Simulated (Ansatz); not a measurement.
## Si on Rh(111): change of the work function

How does Si on the fcc site change the work function of Rh(111) as the layer fills?

Method: plane-wave DFT, PBE, Ansatz PAW, in Ansatz 0.2.0.

### 1. Starting point

The cell holds 4 atoms: 4 Rh. Its edges and angles: a = 2.687 Å, b = 2.687 Å, c = 24.582 Å, α = 90.0°, β = 90.0°, γ = 60.0°. Vacuum lies along c.

### 2. The clean slab

The bare slab comes first, as the zero from which every change is counted. The two lowest layers are held at bulk places and the upper ones relax. The dipole correction removes the false field that a one-sided slab makes across the periodic vacuum, so each face gets a flat vacuum level of its own.

Input file input.yaml:

```yaml
crystal:
  lattice:
    - [2.6870057685, 0.0, 0.0]
    - [1.3435028843, 2.3270152556, 0.0]
    - [0.0, 0.0, 24.5817930688]
  atoms:
    - { symbol: Rh, position: [0.0, 0.0, 0.3661246344] }
    - { symbol: Rh, position: [0.3333333333, 0.3333333333, 0.4553748781] }
    - { symbol: Rh, position: [0.6666666667, 0.6666666667, 0.5446251219] }
    - { symbol: Rh, position: [0.0, 0.0, 0.6338753656] }
kpoints:
  mp_grid: { grid: [12, 12, 1] }
hamiltonian:
  xc: pbe
scf:
  occupations: { method: fermi_dirac, width: 0.1 }
  convergence: { dr2_threshold: 1.0e-08 }
efield:
  axis: 3
  dipole_correction: true
  ramp_position: 0.97
  ramp_width: 0.06
relax:
  f_tol: 0.02
  max_steps: 60
  constraints: [{ sites: [0, 1] }]
output:
  write_potential: true
  write_density: true
  volumetric_format: npy
```

On the command line:

```console
$ ansatz run input.yaml --threads 4 --pin off --max-ram 16384MiB --backend cpu --events-out ev --progress --plain --runs-dir out
```

Output:

```text
Engine: ansatz 0.2.0, aarch64-unknown-linux-gnu
Pseudopotentials: kind: paw
Pseudopotential: Rh, paw, valence charge 17, recommended cutoff 420 eV (normal), Rh.paw.azcp
Functional definition: PBE
  parameter kappa = 0.804
  parameter beta = 0.066725
  exchange = pbe_x(kappa = kappa, mu = beta*pi^2/3)
  correlation = pbe_c(beta = beta)
Crystal: 4 atoms, lattice volume = 153.703 Å³
Basis set: ecut = 420 eV, 3065 PW (Γ), exchange–correlation on 36×36×360 points (8 copies of the dense FFT grid, shifted against one another)
Bands: 41, of which v1, the nominal top of the filled ones, is band 34 counted from 1 (33 counted from 0)
Symmetry: 6 space group operations
k-points: 19 of 144 (time reversal used)
Non-local potential: Rh, projectors of the file, l = 0: 3, l = 1: 2, l = 2: 2, l = 3: 1
PAW form: soft (Blöchl's): semilocal exchange-correlation on the pseudo side does not see the compensation charge
PAW one-centre angular grid: Rh, 590 points (default); XC on 64 Gauss nodes
Initial density: superposition of atomic densities (neutral atoms: chi_scale 0, normalization atom), corrected by the library's trained network
Initial wavefunctions: pseudopotential atomic-orbital guess
Functional: x = pbe(κ = 0.804, μ = 0.219515), c = pbe(β = 0.066725)
SCF iter   1: F=—  HF=-25610.048058 eV  |F-HF|=—  |Δ(HF+E_count)|=         —  Δρ=3.00e-3  dr2=7.23e-3  ethr=1.77e-3  p=-0.000 e·Å  D=-1.92e-14 V/Å  ΔV_dip=0.00 eV  dr2_dipole=1.99e-7  V_vac-E_F(+/−)=4.98/4.98 eV  ⟨swp⟩=8.3  Hψ=3723  notcnv=0  defer=3
efield: sawtooth ramp at fractional position 0.9700 (set: `efield.ramp_position`, or a place that a band, a saddle search or an elastic batch's reference lends), width 0.0600; the density the first Hamiltonian is built on has a dipole p = -0.000 e·Å; the dipole correction subtracts the counter field D = -1.92e-14 V/Å, which shifts the + side's vacuum level by +0.00 eV against the − side's; the planar-averaged density in the ramp window peaks in size at 3.7e-6 e/Å³
preconditioner: auto → LDOS  [metal: Δε(μ)=0.005 eV  Ē_g=5.586 eV  σ=0.100 eV  W_gap=0.01  n_scr=18 (ndim 8)  ℏωp=18.0 eV  f_vac=0.588  D(μ)=6.30/eV (n_scr^D=38)  β→1.0]
SCF iter   2: F=—  HF=-25610.050255 eV  |F-HF|=—  |Δ(HF+E_count)|=   2.20e-3  Δρ=1.42e-3  dr2=2.83e-3  ethr=1.06e-5  p=0.000 e·Å  D=2.16e-5 V/Å  ΔV_dip=-0.00 eV  dr2_dipole=2.84e-7  V_vac-E_F(+/−)=5.18/5.18 eV  ⟨swp⟩=3.2  Hψ=1977  notcnv=0  defer=5
SCF iter   3: F=—  HF=-25610.049790 eV  |F-HF|=—  |Δ(HF+E_count)|=   4.66e-4  Δρ=6.39e-4  dr2=1.01e-3  ethr=4.16e-6  p=0.000 e·Å  D=7.89e-6 V/Å  ΔV_dip=-0.00 eV  dr2_dipole=2.56e-8  V_vac-E_F(+/−)=5.16/5.16 eV  ⟨swp⟩=3.1  Hψ=1662  notcnv=0  defer=5
SCF iter   4: F=—  HF=-25610.049607 eV  |F-HF|=—  |Δ(HF+E_count)|=   1.82e-4  Δρ=2.42e-4  dr2=8.22e-5  ethr=1.49e-6  p=0.000 e·Å  D=4.71e-6 V/Å  ΔV_dip=-0.00 eV  dr2_dipole=6.13e-10  V_vac-E_F(+/−)=5.17/5.17 eV  ⟨swp⟩=2.0  Hψ=1119  notcnv=0  defer=5
SCF iter   5: F=—  HF=-25610.049591 eV  |F-HF|=—  |Δ(HF+E_count)|=   1.68e-5  Δρ=6.97e-5  dr2=8.06e-6  ethr=1.21e-7  p=0.000 e·Å  D=3.22e-6 V/Å  ΔV_dip=-0.00 eV  dr2_dipole=2.45e-10  V_vac-E_F(+/−)=5.17/5.17 eV  ⟨swp⟩=2.5  Hψ=1423  notcnv=0  defer=5
SCF iter   6: F=—  HF=-25610.049590 eV  |F-HF|=—  |Δ(HF+E_count)|=   6.64e-7  Δρ=1.34e-5  dr2=5.18e-7  ethr=1.18e-8  p=0.000 e·Å  D=1.21e-6 V/Å  ΔV_dip=-0.00 eV  dr2_dipole=9.29e-12  V_vac-E_F(+/−)=5.17/5.17 eV  ⟨swp⟩=2.1  Hψ=1270  notcnv=0  defer=5
SCF iter   7: F=—  HF=-25610.049590 eV  |F-HF|=—  |Δ(HF+E_count)|=   2.79e-7  Δρ=5.14e-6  dr2=1.23e-7  ethr=7.62e-10  p=0.000 e·Å  D=5.79e-7 V/Å  ΔV_dip=-0.00 eV  dr2_dipole=1.73e-12  V_vac-E_F(+/−)=5.17/5.17 eV  ⟨swp⟩=3.3  Hψ=1732  notcnv=0  defer=5
SCF iter   8: F=—  HF=-25610.049590 eV  |F-HF|=—  |Δ(HF+E_count)|=   5.12e-8  Δρ=1.84e-6  dr2=1.43e-8  ethr=1.82e-10  p=0.000 e·Å  D=2.16e-7 V/Å  ΔV_dip=-0.00 eV  dr2_dipole=2.19e-13  V_vac-E_F(+/−)=5.17/5.17 eV  ⟨swp⟩=2.2  Hψ=975  notcnv=0  defer=5
SCF iter   9: F=-25610.049590 eV  HF=-25610.049590 eV  |F-HF|=2.91e-9  |Δ(HF+E_count)|=   5.47e-9  Δρ=5.56e-7  dr2=7.73e-10  ethr=1.47e-11  p=0.000 e·Å  D=8.59e-8 V/Å  ΔV_dip=-0.00 eV  dr2_dipole=7.15e-13  V_vac-E_F(+/−)=5.17/5.17 eV  ⟨swp⟩=9.8  Hψ=5462  notcnv=0
SCF 1 converged in 9 iterations: F = -25610.049590 eV  dr2 = 7.73e-10
  greatest PAW one-centre occupation: 1.000 electrons in one spin orbital (limit 2), on the Rh atom at site 2 (counted from 0), in its partial waves of l = 0
relax step   1: F+E_penalty+E_count = -25610.04959025 eV  Δ(F+E_penalty+E_count) = +0.000e0 eV  max|allowed force component| = 3.499e-2 eV/Å  Δτ_max = 0.0000 Å  (9 SCF iters, accepted)
Initial density: handed on by an earlier stage of this run
Initial wavefunctions: those handed on with the density
iter 1 solved again at ethr=2.02e-5 eV; its pass at ethr=3.10e-3 eV (dr2=1.37e-2 eV) is discarded
SCF iter   1: F=—  HF=-25610.049956 eV  |F-HF|=—  |Δ(HF+E_count)|=         —  Δρ=1.41e-3  dr2=1.32e-2  ethr=2.02e-5  p=-0.000 e·Å  D=-1.72e-8 V/Å  ΔV_dip=0.00 eV  dr2_dipole=4.55e-3  V_vac-E_F(+/−)=5.17/5.17 eV  ⟨swp⟩=1.3  Hψ=2099  notcnv=0  defer=5
efield: sawtooth ramp at fractional position 0.9700 (set: `efield.ramp_position`, or a place that a band, a saddle search or an elastic batch's reference lends), width 0.0600; the density the first Hamiltonian is built on has a dipole p = -0.000 e·Å; the dipole correction subtracts the counter field D = -1.72e-8 V/Å, which shifts the + side's vacuum level by +0.00 eV against the − side's; the planar-averaged density in the ramp window peaks in size at 1.1e-6 e/Å³
preconditioner: auto → LDOS  [metal: Δε(μ)=0.011 eV  Ē_g=5.583 eV  σ=0.100 eV  W_gap=0.03  n_scr=18 (ndim 8)  ℏωp=18.0 eV  f_vac=0.589  D(μ)=6.28/eV (n_scr^D=38)  β→1.0]
SCF iter   2: F=—  HF=-25610.049812 eV  |F-HF|=—  |Δ(HF+E_count)|=   1.45e-4  Δρ=5.73e-4  dr2=4.48e-4  ethr=1.95e-5  p=-0.000 e·Å  D=-7.30e-5 V/Å  ΔV_dip=0.00 eV  dr2_dipole=6.02e-5  V_vac-E_F(+/−)=5.17/5.17 eV  ⟨swp⟩=1.3  Hψ=785  notcnv=0  defer=5
SCF iter   3: F=—  HF=-25610.049720 eV  |F-HF|=—  |Δ(HF+E_count)|=   9.20e-5  Δρ=3.44e-4  dr2=2.78e-4  ethr=6.58e-7  p=0.000 e·Å  D=3.36e-4 V/Å  ΔV_dip=-0.01 eV  dr2_dipole=5.68e-5  V_vac-E_F(+/−)=5.16/5.17 eV  ⟨swp⟩=3.8  Hψ=1937  notcnv=0  defer=5
SCF iter   4: F=—  HF=-25610.049680 eV  |F-HF|=—  |Δ(HF+E_count)|=   4.00e-5  Δρ=4.06e-5  dr2=4.97e-6  ethr=4.09e-7  p=0.000 e·Å  D=1.14e-4 V/Å  ΔV_dip=-0.00 eV  dr2_dipole=1.06e-8  V_vac-E_F(+/−)=5.17/5.17 eV  ⟨swp⟩=2.0  Hψ=1120  notcnv=0  defer=5
SCF iter   5: F=—  HF=-25610.049673 eV  |F-HF|=—  |Δ(HF+E_count)|=   6.23e-6  Δρ=1.60e-5  dr2=7.23e-7  ethr=7.30e-9  p=0.000 e·Å  D=1.16e-4 V/Å  ΔV_dip=-0.00 eV  dr2_dipole=1.40e-8  V_vac-E_F(+/−)=5.17/5.17 eV  ⟨swp⟩=3.6  Hψ=1778  notcnv=0  defer=5
SCF iter   6: F=—  HF=-25610.049674 eV  |F-HF|=—  |Δ(HF+E_count)|=   4.90e-7  Δρ=5.88e-6  dr2=1.11e-7  ethr=1.06e-9  p=0.000 e·Å  D=1.19e-4 V/Å  ΔV_dip=-0.00 eV  dr2_dipole=8.70e-9  V_vac-E_F(+/−)=5.17/5.17 eV  ⟨swp⟩=2.1  Hψ=1053  notcnv=0  defer=5
SCF iter   7: F=-25610.049674 eV  HF=-25610.049674 eV  |F-HF|=3.74e-8  |Δ(HF+E_count)|=   1.26e-7  Δρ=1.67e-6  dr2=5.94e-9  ethr=1.47e-11  p=0.000 e·Å  D=1.18e-4 V/Å  ΔV_dip=-0.00 eV  dr2_dipole=2.05e-11  V_vac-E_F(+/−)=5.17/5.17 eV  ⟨swp⟩=8.8  Hψ=6148  notcnv=0
SCF 2 converged in 7 iterations: F = -25610.049674 eV  dr2 = 5.94e-9
relax step   2: F+E_penalty+E_count = -25610.04967410 eV  Δ(F+E_penalty+E_count) = -8.384e-5 eV  max|allowed force component| = 2.244e-2 eV/Å  Δτ_max = 0.0127 Å  (7 SCF iters, accepted)
SCF iter   1: F=—  HF=-25610.049763 eV  |F-HF|=—  |Δ(HF+E_count)|=         —  Δρ=5.17e-4  dr2=1.81e-3  ethr=2.64e-5  p=0.000 e·Å  D=1.18e-4 V/Å  ΔV_dip=-0.00 eV  dr2_dipole=6.21e-4  V_vac-E_F(+/−)=5.17/5.17 eV  ⟨swp⟩=2.1  Hψ=1238  notcnv=0  defer=5
efield: sawtooth ramp at fractional position 0.9700 (set: `efield.ramp_position`, or a place that a band, a saddle search or an elastic batch's reference lends), width 0.0600; the density the first Hamiltonian is built on has a dipole p = 0.000 e·Å; the dipole correction subtracts the counter field D = 1.18e-4 V/Å, which shifts the + side's vacuum level by -0.00 eV against the − side's; the planar-averaged density in the ramp window peaks in size at 9.0e-7 e/Å³
preconditioner: auto → LDOS  [metal: Δε(μ)=0.011 eV  Ē_g=5.578 eV  σ=0.100 eV  W_gap=0.03  n_scr=18 (ndim 8)  ℏωp=18.0 eV  f_vac=0.589  D(μ)=6.28/eV (n_scr^D=38)  β→1.0]
SCF iter   2: F=—  HF=-25610.049743 eV  |F-HF|=—  |Δ(HF+E_count)|=   2.08e-5  Δρ=1.96e-4  dr2=5.12e-5  ethr=2.66e-6  p=0.000 e·Å  D=1.57e-4 V/Å  ΔV_dip=-0.00 eV  dr2_dipole=7.88e-6  V_vac-E_F(+/−)=5.17/5.17 eV  ⟨swp⟩=1.2  Hψ=936  notcnv=0  defer=5
SCF iter   3: F=—  HF=-25610.049729 eV  |F-HF|=—  |Δ(HF+E_count)|=   1.37e-5  Δρ=1.13e-4  dr2=3.33e-5  ethr=7.53e-8  p=0.000 e·Å  D=2.72e-6 V/Å  ΔV_dip=-0.00 eV  dr2_dipole=7.51e-6  V_vac-E_F(+/−)=5.17/5.17 eV  ⟨swp⟩=3.4  Hψ=1737  notcnv=0  defer=5
SCF iter   4: F=—  HF=-25610.049724 eV  |F-HF|=—  |Δ(HF+E_count)|=   4.52e-6  Δρ=1.39e-5  dr2=6.45e-7  ethr=4.89e-8  p=0.000 e·Å  D=7.60e-5 V/Å  ΔV_dip=-0.00 eV  dr2_dipole=1.24e-8  V_vac-E_F(+/−)=5.17/5.17 eV  ⟨swp⟩=2.0  Hψ=1111  notcnv=0  defer=5
SCF iter   5: F=—  HF=-25610.049722 eV  |F-HF|=—  |Δ(HF+E_count)|=   2.95e-6  Δρ=5.64e-6  dr2=9.33e-8  ethr=9.48e-10  p=0.000 e·Å  D=7.48e-5 V/Å  ΔV_dip=-0.00 eV  dr2_dipole=3.73e-9  V_vac-E_F(+/−)=5.17/5.17 eV  ⟨swp⟩=3.6  Hψ=1645  notcnv=0  defer=5
SCF iter   6: F=—  HF=-25610.049722 eV  |F-HF|=—  |Δ(HF+E_count)|=   1.30e-7  Δρ=1.95e-6  dr2=1.17e-8  ethr=1.37e-10  p=0.000 e·Å  D=7.30e-5 V/Å  ΔV_dip=-0.00 eV  dr2_dipole=7.61e-10  V_vac-E_F(+/−)=5.17/5.17 eV  ⟨swp⟩=2.2  Hψ=1093  notcnv=0  defer=5
SCF iter   7: F=-25610.049722 eV  HF=-25610.049722 eV  |F-HF|=9.63e-9  |Δ(HF+E_count)|=   1.96e-8  Δρ=6.17e-7  dr2=1.05e-9  ethr=1.47e-11  p=0.000 e·Å  D=7.30e-5 V/Å  ΔV_dip=-0.00 eV  dr2_dipole=6.42e-13  V_vac-E_F(+/−)=5.17/5.17 eV  ⟨swp⟩=9.8  Hψ=5444  notcnv=0
SCF 3 converged in 7 iterations: F = -25610.049722 eV  dr2 = 1.05e-9
relax step   3: F+E_penalty+E_count = -25610.04972167 eV  Δ(F+E_penalty+E_count) = -4.757e-5 eV  max|allowed force component| = 3.975e-4 eV/Å  Δτ_max = 0.0047 Å  (7 SCF iters, accepted)
NSCF: frozen V_eff on 19 k-points
the band table was solved once a step of the walk had ended and its energy, with any forces and stress, was formed, with the checks that follow a solve (3909 applications of the Hamiltonian). They found nothing against the state; the energy, forces and stress were not computed again (output.eigenvalues in the input reference)
WARN: The output density's exchange-correlation potential varies sharply where the density is thin. Do not read a vacuum level from v_tot or v_xc, or from such a field of the output density. On a cell that repeats whose density bears no net charge and no dipole along the vacuum's axis use v_es (v_loc + v_h of the components); under efield.dipole_correction with no amplitude use v_es + v_field, which holds any externa [...]
SCF converged after 7 iterations
Free energy (F): -25610.049722 eV
Harris-Foulkes:  -25610.049722 eV  (|F-HF|=9.63e-9)
Internal energy: -25609.837670 eV  (E = F + TS)
E sigma→0 (E₀):  -25609.943696 eV
Entropy (-TS):   -0.212052 eV (-53.013 meV/atom)
Fermi energy:    4.706112 eV
Dipole field:    D = 0.000072 V/Å  (p = 0.000061 e·Å, saw-weighted, corrected)
Work function:   Φ+ = 5.1674 eV   Φ− = 5.1692 eV
Levels:          The Fermi level and band energies are counted from a zero that moves with the ramp; work functions are not
--- Per-component energies (eV) ---
  E_band       = -1526.571688
  E_kinetic    = 2290.090185
  E_local      = -122491.003598  (includes V_loc(G=0)·N_el)
  E_nonlocal   = 1421.302643
  E_hartree    = 59724.727791
  E_xc         = -884.908045
  E_vxc        = -1110.509521  (∫ρ·V_xc dr)
  E_paw        = -14348.611587  (= ΣΔE_a)
  E_vpaw       = -1085.912723  (= ΣTr[D̂ρ^β])
  E_aug_tail   = 0.003404  (compensation charges beyond the density's cutoff)
  E_efield     = 0.000000  (sawtooth field / dipole correction)
  E_vefield    = 0.000014  (∫n·V_field dr)
  E_ewald      = 48678.561538
  E_smearing   = -0.212052  (= −TS)
  E_closure    = -0.000000  (closes the sum)
  Σ components = -25610.049722   (vs F -25610.049722, Δ=0.00e0)
--- Forces (eV/Å), atoms counted from 1 ---
  atom   1  Rh    -0.00000000     0.00000000     0.03097946
  atom   2  Rh    -0.00000000    -0.00000000    -0.03084720
  atom   3  Rh    -0.00000000     0.00000000    -0.00039750
  atom   4  Rh     0.00000000    -0.00000000     0.00027289
  max |Σ_I F_I| component: 7.64e-6 eV/Å
--- Band table (eV; the first three rows and the last of 19) ---
  k-point 0: bands = [... 30 lower, 2.7526, 3.6994, 3.6994, 3.9980, 3.9980, 4.7099, 4.7099, 4.8205, ... 3 higher]
  k-point 1: bands = [... 30 lower, 2.5536, 3.5756, 3.5774, 3.8488, 4.0260, 4.1381, 4.5315, 4.7073, ... 3 higher]
  k-point 2: bands = [... 30 lower, 2.9651, 3.0842, 3.3252, 3.5013, 3.8110, 4.0323, 4.6964, 5.0882, ... 3 higher]
  k-point 18: bands = [... 30 lower, 3.6443, 3.6486, 4.5244, 4.8653, 4.9521, 4.9529, 11.6585, 11.8523, ... 3 higher]
--- Relaxed structure (3 steps of the walk, 3 accepted, 0 SCFs on fresh bases) ---
  F+E_penalty+E_count = -25610.04972167 eV   max|allowed force component| = 3.975e-4 eV/Å
  atoms:
    - { symbol: Rh, position: [0.0, 0.0, 0.3661246344] }
    - { symbol: Rh, position: [0.333333, 0.333333, 0.455375] }
    - { symbol: Rh, position: [0.666667, 0.666667, 0.544472] }
    - { symbol: Rh, position: [0, 0, 0.633551] }
```

Elapsed: 9.7 s, on 4 threads of Arm Neoverse V1, shared host; peak memory 0.46 GiB; 36 s of CPU time.

Step by step:

| step | energy less that of the first step (eV) | largest force component (eV/Å) |
| --- | --- | --- |
| 1 | 0.0000 | 0.0350 |
| 2 | -0.0001 | 0.0224 |
| 3 | -0.0001 | 0.0004 |

Forces are held to the 6 operations that the program found; a distortion that breaks them can't arise in this run.

Final coordinates:

```xyz
4
Lattice="2.6870 0.0000 0.0000 1.3435 2.3270 0.0000 0.0000 0.0000 24.5818" Properties=species:S:1:pos:R:3
Rh    0.0000    0.0000    9.0000
Rh    1.3435    0.7757   11.1939
Rh    2.6870    1.5513   13.3841
Rh    0.0000    0.0000   15.5738
```

Read from the output:

| Item | Value |
| --- | --- |
| energy at zero smearing | -25609.9437 eV |
| work function, upper face | 5.167 eV |
| dipole along the normal | 6.10e-5 e·Å |

Running mean over 2.194 Å of the planar mean; the ramp of the sawtooth is left out. Table of electron's electrostatic potential energy less the Fermi level by z:

| z (Å) | electron's electrostatic potential energy less the Fermi level (eV) |
| --- | --- |
| 4 | 5.17 |
| 5 | 5.16 |
| 6 | 5.10 |
| 7 | 4.16 |
| 8 | -5.57 |
| 9 | -12.7 |
| 10 | -13.1 |
| 11 | -13.2 |
| 12 | -13.3 |
| 13 | -13.3 |
| 14 | -13.2 |
| 15 | -13.0 |
| 16 | -11.5 |
| 17 | 0.143 |
| 18 | 4.85 |
| 19 | 5.14 |
| 20 | 5.17 |
| 21 | 5.17 |

The relaxation took 3 steps and lowered the energy by 1.3e-4 eV; the largest force on the free atoms ends at 4.0e-4 eV/Å.

The work function of the upper face is 5.17 eV.

(Part 1 of 4 ends here.)

[Long decimals in the printed logs are rounded to 6 places.]

[Logs are printed without paths, hosts, clocks, repeated set-up lines and the standing remarks that a program may print on its own settings, such as how far it seeks lower states.]

[Hosts, paths, dates, database ids (printed as entryN), source tags and the programs' standing remarks are cut or masked in the printed files.]

[Maps of the electrostatic potential energy from Ansatz leave out the sawtooth potential of an applied field or a dipole correction, so their vacuum need not be flat; planar profiles and work functions include it.]
